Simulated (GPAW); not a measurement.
# linear Cr chain, spacing 2.638 A: parallel, opposed and spinless runs

Wanted: the moments of linear Cr chain, spacing 2.638 A and the energy of each order that was tried.

Calculated with GPAW 26.7.0; PBE; plane waves with GPAW's PAW setups, scalar-relativistic.

### Step 1. The structure

The cell holds 1 atom: 1 Cr. Cell: a = 12.000 Å, b = 12.000 Å, c = 2.638 Å, α = 90.0°, β = 90.0°, γ = 90.0°. model lattice. Vacuum lies along a and b. The structure's axis is c.

### Step 2. Run 1 (ferro +)

Parallel moments need no larger cell; this start tests for a ferromagnetic state only.

The input, order1.py:

```python
import json
import numpy as np
from ase import Atoms
from ase.parallel import paropen, parprint
from gpaw import GPAW

atoms = Atoms(['Cr'],
    cell=[[12.0, 0.0, 0.0],
         [0.0, 12.0, 0.0],
         [0.0, 0.0, 2.638]],
    scaled_positions=[[0.5, 0.5, 0.0]],
    pbc=True,
    magmoms=[2.5])
atoms.calc = GPAW(mode={'name': 'pw', 'ecut': 550},
    xc='PBE',
    kpts={'size': (1, 1, 10), 'gamma': True},
    occupations={'name': 'fermi-dirac', 'width': 0.05},
    convergence={'density': 1e-05, 'energy': 1e-05},
    maxiter=200,
    symmetry={'tolerance': 1e-4},
    txt='order1.txt')
e = atoms.get_potential_energy(force_consistent=True)
res = {'free_energy': e, 'energy_sigma0': atoms.get_potential_energy(), 'fermi_energy': atoms.calc.get_fermi_level()}
res['moments'] = atoms.get_magnetic_moments().tolist()
res['total'] = atoms.get_magnetic_moment()
parprint('site moments (muB):', np.round(res['moments'], 3))
parprint(f"total moment: {res['total']:.3f} muB")
parprint(f'free energy: {e:.6f} eV')
atoms.calc.write('order1.gpw')
with paropen('results.json', 'w') as f:
    json.dump(res, f)
```

Launch:

```bash
$ OMP_NUM_THREADS=1 python3 order1.py > order1.log
```

What it wrote:

```text
site moments (muB): [3.858]
total moment: 5.000 muB
free energy: -6.060422 eV

--- order1.txt ---
Input parameters:
  mode=PW(ecut=550),
  convergence={'density': 1e-05, 'energy': 1e-05},
  kpts=MonkhorstPack(size=(1, 1, 10), gamma=True),
  maxiter=200,
  occupations=Occupations(name='fermi-dirac', width=0.05),
  symmetry=Symmetry(tolerance=0.0001),
  xc=XC(name='PBE')

Diagonalizing LCAO Hamiltonian
Converting LCAO to pw mode
        .----------------------------.
       /|                            |
      / |                            |
     /  .----------------------------.
    /  /                            /
   /  /                            /
  /  /                            /
 *  /              Cr            /
 | /                            /
 |/                            /
 *----------------------------*

Atoms  # Å, Bohr magnetons
|   | symbol |        x |        y |        z |    initial magnetic moments |
|---|--------|----------|----------|----------|-----------------------------|
| 0 |     Cr | 6.000000 | 6.000000 | 0.000000 | ( 0.0000,  0.0000,  2.5000) |

Unit cell  # Å
| periodic |         x |         y |        z |   lengths |    angles |
|----------|-----------|-----------|----------|-----------|-----------|
|      yes | 12.000000 |  0.000000 | 0.000000 | 12.000000 | 90.000000 |
|      yes |  0.000000 | 12.000000 | 0.000000 | 12.000000 | 90.000000 |
|      yes |  0.000000 |  0.000000 | 2.638000 |  2.638000 | 90.000000 |

Number of symmetries: 16

BZ-sampling:
  Number of BZ points: 10
  Number of IBZ points: 6

  Monkhorst-Pack size: [1, 1, 10]
  Monkhorst-Pack shift: [0.0, 0.0, 0.05]

K-points  # in reciprocal-cell coordinates
|   |                                coordinates |     weight |
|---|--------------------------------------------|------------|
| 0 | (  0.00000000,   0.00000000,   0.00000000) | 0.10000000 |
| 1 | (  0.00000000,   0.00000000,   0.10000000) | 0.20000000 |
| 2 | (  0.00000000,   0.00000000,   0.20000000) | 0.20000000 |
| 3 | (  0.00000000,   0.00000000,   0.30000000) | 0.20000000 |
| 4 | (  0.00000000,   0.00000000,   0.40000000) | 0.20000000 |
| 5 | (  0.00000000,   0.00000000,   0.50000000) | 0.10000000 |

Plane wave coefficients: 11154
Cutoff: 550.0 eV

Spin-components: 2 (collinear spins)
Bands:           9
Projectors:      6
Spin-degeneracy: 1
Datatype:        complex128

Parallelization:
  kpt:    1
  domain: 1
  band:   1

Density:
  Valence electrons: 6.0
  Components: 2
  Grid points: [70 70 15]
  Charge: 0.0  # |e|

Potential:
  Grid points: [70 70 15]

species:
  Cr:
    name:    Chromium
    Z:       24.0
    valence: 6
    core:    18
    charge:  0.0  # [|e|]
    compensation charges:
      type: gauss
      rc: 0.35  # [Å]
      lmax: 2
    cutoffs:
      filter: 2.14  # [Å]
      core: 3.04  # [Å]
    projectors
    | kind |    occ | energy [eV] | rcut [Å] |
    |------|--------|-------------|----------|
    |   4s |  1.000 |      -4.007 |    1.164 |
    |   4p |  0.000 |      -0.989 |    1.217 |
    |   3d |  5.000 |      -2.913 |    1.111 |
    |    s |        |      23.205 |    1.164 |
    |    p |        |      26.223 |    1.217 |
    |    d |        |      24.299 |    1.111 |

    Using partial waves for Cr as LCAO basis

Reference energy: -28582.377450  # eV

eigensolver:
  PPCG
  Converge bands: occupied
  niter=2

density mixing:
  MSR1-Mixer
  Pratt-step length: 0.05
  Maximum mixing coefficient: 0.75
  Old densities: 10
  SVD Regularization: 0.005
  Good broyden scale: 1.0
  Trust region scale: 1.0
  Backstep threshold: 4.0
  History deletion threshold: 6.0
  Fourier metric: weight=20.0, sigma=0.015

occupation numbers:
  Fermi-Dirac:
    width: 0.0500  # eV

poisson solver:
  ecut: 4400.0  # eV

xc functional:
  name: PBE with 2 nearest neighbor stencil

convergence criteria:
- Maximum integral of absolute [dens]ity change: 1e-05 electrons / valence electron
- Maximum [total energy] change in last 3 cyles: 1e-05 eV / valence electron
- Maximum integral of absolute [eigenst]ate change: 4e-08 eV^2 / valence electron
maximum number of iterations: 200

SCF iterations
|iter     |      energy | eigst |  dens |  magmom |
|---------|-------------|-------|-------|---------|
|iter:   1|       0s |   -6.499246 | +0.48 |       |  +2.4961|
|iter:   2|       1s |   -5.889404 | -1.24 | -0.13 |  +2.5932|
|iter:   3|       1s |   -5.876239 | -0.50 | -0.19 |  +3.9447|
|iter:   4|       2s |   -6.060204 | -1.63 | -0.61 |  +4.9491|
|iter:   5|       3s |   -6.057218 | -2.47 | -1.32 |  +5.0505|
|iter:   6|       4s |   -6.058420 | -3.06 | -1.72 |  +4.9916|
|iter:   7|       4s |   -6.058624 | -3.97 | -2.42 |  +4.9955|
|iter:   8|       5s |   -6.058652 | -4.51 | -2.82 |  +5.0009|
|iter:   9|       6s |   -6.058660c| -5.01 | -3.34 |  +5.0004|
|iter:  10|       7s |   -6.058660c| -5.60 | -3.78 |  +5.0001|
|iter:  11|       7s |   -6.058660c| -6.07 | -4.23 |  +5.0002|
|iter:  12|       8s |   -6.058660c| -6.69 | -4.83 |  +5.0003|
|iter:  13|       9s |   -6.058660c| -7.14 | -4.92 |  +5.0002|
|iter:  14|      10s |   -6.058660c| -7.71c| -5.03c|  +5.0003|

Converged in 14 steps
Energy contributions relative to reference atoms: (reference = -28582.377450)

Energy contributions:
  Kinetic:           5.470418
  Coulomb:          -6.034146
  Zero:              0.003848
  External:          0.000000
  Xc:               -5.497018
  Entropy:          -0.003525
  Spinorbit:         0.000000
  ----------------------------
  Free energy:      -6.060422
  Extrapolated:     -6.058660

dipole moment: (0.000065, 0.000065, -6.238844)  # |e|*Ang

Total magnetic moment: (0.000000, 0.000000, 5.000258)

Local magnetic moments
|        x |        y |        z |
|----------|----------|----------|
| 0.000000 | 0.000000 | 3.858360 |  # Cr   0

Fermi level: -3.364
Eigenvalues  # (at kpt = [0.000, 0.000, 0.000])
| band index |      eig [eV] | occ [0-1] |      eig [eV] | occ [0-1] |
|------------|---------------|-----------|---------------|-----------|
|          0 |        -6.879 |     1.000 |        -4.856 |     1.000 |
|          1 |        -4.901 |     1.000 |        -1.976 |     0.000 |
|          2 |        -4.387 |     1.000 |        -0.934 |     0.000 |
|          3 |        -4.387 |     1.000 |        -0.934 |     0.000 |
|          4 |        -3.200 |     0.036 |        -0.885 |     0.000 |
|          5 |        -3.200 |     0.036 |        -0.880 |     0.000 |
|          6 |        -2.148 |     0.000 |         0.372 |     0.000 |
|          7 |        -2.148 |     0.000 |         0.605 |     0.000 |
|          8 |         0.069 |     0.000 |         0.605 |     0.000 |

No gap
No difference between direct/indirect transitions
```

It took 13 s on 1 MPI rank of AMD EPYC 9R45, shared host; peak memory 0.35 GiB.

Numbers from this step:

| Quantity | Value |
| --- | --- |
| magnetization | 5.000 μB |
| final state | ferromagnetic |
| largest moment | 3.858 μB |

After 14 cycles the largest moment stands at 3.86 μB.

### Step 3. Run 2 (antiferro q=(0,0,1/2) +-)

An opposed order shows whether the pairs that it reverses prefer unlike signs.

The cell is doubled to 2 atoms to hold this order. Its mesh is chosen so that both cells sample the same points.

order2.py is the script of step 2 with these lines changed:

```diff
@@ -6,12 +6,13 @@
 
-atoms = Atoms(['Cr'],
+atoms = Atoms(['Cr', 'Cr'],
     cell=[[12.0, 0.0, 0.0],
          [0.0, 12.0, 0.0],
-         [0.0, 0.0, 2.638]],
-    scaled_positions=[[0.5, 0.5, 0.0]],
+         [0.0, 0.0, 5.276]],
+    scaled_positions=[[0.5, 0.5, 0.0],
+         [0.5, 0.5, 0.5]],
     pbc=True,
-    magmoms=[2.5])
+    magmoms=[2.5, -2.5])
 atoms.calc = GPAW(mode={'name': 'pw', 'ecut': 550},
     xc='PBE',
-    kpts={'size': (1, 1, 10), 'gamma': True},
+    kpts={'size': (1, 1, 5), 'gamma': True},
     occupations={'name': 'fermi-dirac', 'width': 0.05},
@@ -20,3 +21,3 @@
     symmetry={'tolerance': 1e-4},
-    txt='order1.txt')
+    txt='order2.txt')
 e = atoms.get_potential_energy(force_consistent=True)
@@ -28,3 +29,3 @@
 parprint(f'free energy: {e:.6f} eV')
-atoms.calc.write('order1.gpw')
+atoms.calc.write('order2.gpw')
 with paropen('results.json', 'w') as f:
```

Launch:

```bash
$ OMP_NUM_THREADS=1 python3 order2.py > order2.log
```

What it wrote:

```text
site moments (muB): [ 3.847 -3.847]
total moment: 0.000 muB
free energy: -12.700558 eV

--- order2.txt ---
Input parameters:
  mode=PW(ecut=550),
  convergence={'density': 1e-05, 'energy': 1e-05},
  kpts=MonkhorstPack(size=(1, 1, 5), gamma=True),
  maxiter=200,
  occupations=Occupations(name='fermi-dirac', width=0.05),
  symmetry=Symmetry(tolerance=0.0001),
  xc=XC(name='PBE')

Diagonalizing LCAO Hamiltonian
Converting LCAO to pw mode
        .----------------------------.
       /|                            |
      / |                            |
     /  |                            |
    /   |                            |
   /    |                            |
  /     .----------------------------.
 *     /           Cr               /
 |    /                            /
 |   /                            /
 |  /              Cr            /
 | /                            /
 |/                            /
 *----------------------------*

Atoms  # Å, Bohr magnetons
|   | symbol |        x |        y |        z |    initial magnetic moments |
|---|--------|----------|----------|----------|-----------------------------|
| 0 |     Cr | 6.000000 | 6.000000 | 0.000000 | ( 0.0000,  0.0000,  2.5000) |
| 1 |     Cr | 6.000000 | 6.000000 | 2.638000 | ( 0.0000,  0.0000, -2.5000) |

Unit cell  # Å
| periodic |         x |         y |        z |   lengths |    angles |
|----------|-----------|-----------|----------|-----------|-----------|
|      yes | 12.000000 |  0.000000 | 0.000000 | 12.000000 | 90.000000 |
|      yes |  0.000000 | 12.000000 | 0.000000 | 12.000000 | 90.000000 |
|      yes |  0.000000 |  0.000000 | 5.276000 |  5.276000 | 90.000000 |

Number of symmetries: 16

BZ-sampling:
  Number of BZ points: 5
  Number of IBZ points: 3

  Monkhorst-Pack size: [1, 1, 5]
  Monkhorst-Pack shift: [0, 0, 0]

Plane wave coefficients: 22276
Cutoff: 550.0 eV

Spin-components: 2 (collinear spins)
Bands:           12
Projectors:      12
Spin-degeneracy: 1
Datatype:        complex128

Parallelization:
  kpt:    1
  domain: 1
  band:   1

Density:
  Valence electrons: 12.0
  Components: 2
  Grid points: [70 70 30]
  Charge: 0.0  # |e|

Potential:
  Grid points: [70 70 30]

[... setups left out ...]
Reference energy: -57164.754899  # eV

eigensolver:
  PPCG
  Converge bands: occupied
  niter=2

density mixing:
  MSR1-Mixer
  Pratt-step length: 0.05
  Maximum mixing coefficient: 0.75
  Old densities: 10
  SVD Regularization: 0.005
  Good broyden scale: 1.0
  Trust region scale: 1.0
  Backstep threshold: 4.0
  History deletion threshold: 6.0
  Fourier metric: weight=20.0, sigma=0.015

occupation numbers:
  Fermi-Dirac:
    width: 0.0500  # eV

poisson solver:
  ecut: 4400.0  # eV

xc functional:
  name: PBE with 2 nearest neighbor stencil

convergence criteria:
- Maximum integral of absolute [dens]ity change: 1e-05 electrons / valence electron
- Maximum [total energy] change in last 3 cyles: 1e-05 eV / valence electron
- Maximum integral of absolute [eigenst]ate change: 4e-08 eV^2 / valence electron
maximum number of iterations: 200

SCF iterations
|iter     |      energy | eigst |  dens |  magmom |
|---------|-------------|-------|-------|---------|
|iter:   1|       0s |  -13.431178 | +0.51 |       |  +0.0000|
|iter:   2|       1s |  -12.592779 | -1.19 | -0.17 |  -0.0000|
|iter:   3|       2s |  -12.666206 | -0.39 | -0.22 |  -0.0000|
|iter:   4|       4s |  -12.676028 | -0.63 | -0.57 |  -0.0000|
|iter:   5|       5s |  -12.686773 | -1.86 | -1.27 |  -0.0000|
|iter:   6|       6s |  -12.699332 | -2.08 | -1.44 |  +0.0000|
|iter:   7|       8s |  -12.699803 | -3.09 | -2.17 |  -0.0000|
|iter:   8|       9s |  -12.699992 | -3.62 | -2.61 |  +0.0000|
|iter:   9|      11s |  -12.700018 | -4.17 | -3.14 |  -0.0000|
|iter:  10|      12s |  -12.700030c| -4.56 | -3.51 |  +0.0000|
|iter:  11|      14s |  -12.700032c| -5.20 | -4.03 |  -0.0000|
|iter:  12|      15s |  -12.700034c| -5.58 | -4.30 |  +0.0000|
|iter:  13|      17s |  -12.700034c| -6.17 | -4.50 |  -0.0000|
|iter:  14|      18s |  -12.700034c| -6.52 | -4.98 |  +0.0000|
|iter:  15|      20s |  -12.700034c| -7.02 | -5.04c|  +0.0000|
|iter:  16|      21s |  -12.700034c| -7.43c| -5.30c|  +0.0000|

Converged in 16 steps
Energy contributions relative to reference atoms: (reference = -57164.754899)

Energy contributions:
  Kinetic:          10.618338
  Coulomb:         -10.893255
  Zero:              0.007777
  External:          0.000000
  Xc:              -12.432368
  Entropy:          -0.001049
  Spinorbit:         0.000000
  ----------------------------
  Free energy:     -12.700558
  Extrapolated:    -12.700034

dipole moment: (0.000130, 0.000130, -12.397389)  # |e|*Ang

Total magnetic moment: (0.000000, 0.000000, 0.000000)

Local magnetic moments
|        x |        y |         z |
|----------|----------|-----------|
| 0.000000 | 0.000000 |  3.846764 |  # Cr   0
| 0.000000 | 0.000000 | -3.846763 |  # Cr   1

Fermi level: -3.282
Eigenvalues  # (at kpt = [0.000, 0.000, 0.000])
| band index |      eig [eV] | occ [0-1] |      eig [eV] | occ [0-1] |
|------------|---------------|-----------|---------------|-----------|
|          0 |        -5.706 |     1.000 |        -5.706 |     1.000 |
|          1 |        -4.041 |     1.000 |        -4.041 |     1.000 |
|          2 |        -4.041 |     1.000 |        -4.041 |     1.000 |
|          3 |        -3.980 |     1.000 |        -3.980 |     1.000 |
|          4 |        -3.698 |     1.000 |        -3.698 |     1.000 |
|          5 |        -3.697 |     1.000 |        -3.697 |     1.000 |
|          6 |        -1.566 |     0.000 |        -1.566 |     0.000 |
|          7 |        -0.608 |     0.000 |        -0.608 |     0.000 |
|          8 |        -0.073 |     0.000 |        -0.073 |     0.000 |
|          9 |        -0.054 |     0.000 |        -0.054 |     0.000 |
|         10 |         0.119 |     0.000 |         0.119 |     0.000 |
|         11 |         0.119 |     0.000 |         0.119 |     0.000 |

Gap: 0.717 eV
Transition (v -> c):
  (s=0, k=2, n=5, [0.00, 0.00, 0.40]) -> (s=0, k=2, n=6, [0.00, 0.00, 0.40])
No difference between direct/indirect transitions
```

Wall time 25 s (1 MPI rank); peak memory 0.55 GiB.

Numbers from this step:

* magnetization: 0 μB
* final state: antiferromagnetic
* largest moment: 3.847 μB

It lies 290 meV a seeded atom under the first start, and its largest moment is 3.85 μB against 3.86 μB.

### Step 4. Order 3, typed as no spin polarisation

This run holds no moments, which gives a state to set the others against.

The input, nospin.py:

```python
import json
import numpy as np
from ase import Atoms
from ase.parallel import paropen, parprint
from gpaw import GPAW

atoms = Atoms(['Cr'],
    cell=[[12.0, 0.0, 0.0],
         [0.0, 12.0, 0.0],
         [0.0, 0.0, 2.638]],
    scaled_positions=[[0.5, 0.5, 0.0]],
    pbc=True)
atoms.calc = GPAW(mode={'name': 'pw', 'ecut': 550},
    xc='PBE',
    kpts={'size': (1, 1, 10), 'gamma': True},
    occupations={'name': 'fermi-dirac', 'width': 0.05},
    convergence={'density': 1e-05, 'energy': 1e-05},
    maxiter=200,
    symmetry={'tolerance': 1e-4},
    txt='nospin.txt')
e = atoms.get_potential_energy(force_consistent=True)
res = {'free_energy': e, 'energy_sigma0': atoms.get_potential_energy(), 'fermi_energy': atoms.calc.get_fermi_level()}
parprint(f'free energy: {e:.6f} eV')
atoms.calc.write('nospin.gpw')
with paropen('results.json', 'w') as f:
    json.dump(res, f)
```

Launch:

```bash
$ OMP_NUM_THREADS=1 python3 nospin.py > nospin.log
```

What it wrote:

```text
free energy: -3.671211 eV

--- nospin.txt ---
Input parameters:
  mode=PW(ecut=550),
  convergence={'density': 1e-05, 'energy': 1e-05},
  kpts=MonkhorstPack(size=(1, 1, 10), gamma=True),
  maxiter=200,
  occupations=Occupations(name='fermi-dirac', width=0.05),
  symmetry=Symmetry(tolerance=0.0001),
  xc=XC(name='PBE')

Diagonalizing LCAO Hamiltonian
Converting LCAO to pw mode
        .----------------------------.
[...]
| band index |      eig [eV] | occ [0-2] |
|------------|---------------|-----------|
|          0 |        -6.260 |     2.000 |
|          1 |        -4.259 |     2.000 |
|          2 |        -3.909 |     1.967 |
|          3 |        -3.909 |     1.967 |
|          4 |        -2.575 |     0.000 |
|          5 |        -2.575 |     0.000 |
|          6 |        -1.840 |     0.000 |
|          7 |        -1.840 |     0.000 |

No gap
No difference between direct/indirect transitions


[key lines of the parts left out:]
Free energy:      -3.671211
Converged in 16 steps
dipole moment: (0.000065, 0.000065, -6.337570)  # |e|*Ang
Fermi level: -3.705
```

It took 8.5 s on 1 MPI rank; peak memory 0.25 GiB.

Read from the output:

| Property | Result |
| --- | --- |
| final state | non-magnetic (no spin polarisation) |

It lies 2389 meV a seeded atom over the first start.

### Step 5. Ranking

These are free energies at a smearing of 0.05 eV, so its entropy term is in the differences. They are divided by the number of seeded atoms, so that cells of unlike size compare. Wavevectors q in the names are fractions of the reciprocal vectors of the first run's cell.

Orders:

```csv
start,final state,typed order kept,energy over the lowest (meV a seeded atom),largest site moment (μB),net moment (μB a primitive cell),mesh matched,CPU time (s)
ferro +,ferromagnetic,yes,289.9,3.858,5,yes,12.56
"antiferro q=(0,0,1/2) +-",antiferromagnetic,yes,0,3.847,0,yes,25.35
no spin polarisation,non-magnetic,-,2679,0,0,yes,8.37
```

### Step 6. Results

```json
{
 "lowest state found": "antiferromagnetic (typed antiferro q=(0,0,1/2) +-)",
 "largest site moment": "3.85 μB",
 "next state": "ferromagnetic, 290 meV a seeded atom higher",
 "energy gained by spin polarisation": "2679 meV a seeded atom"
}
```

The lowest state found is antiferromagnetic, reached from the start antiferro q=(0,0,1/2) +-, with moments up to 3.85 μB. The next state costs 290 meV a seeded atom. Only 3 starts are shown; other collinear patterns, canted and longer-period orders are not.

[Logs and program files are shortened in this print: banners, set-up blocks, solver, clock and traceback lines can be left out without a mark of their own.]

[Logs are printed without paths, hosts, clocks, repeated set-up lines and the standing remarks that a program may print on its own settings, such as how far it seeks lower states.]

[Hosts, paths, dates, database ids (printed as entryN), source tags and the programs' standing remarks are cut or masked in the printed files.]

[Where a cell is said to come from a database of computed structures, the database is the Materials Project.]
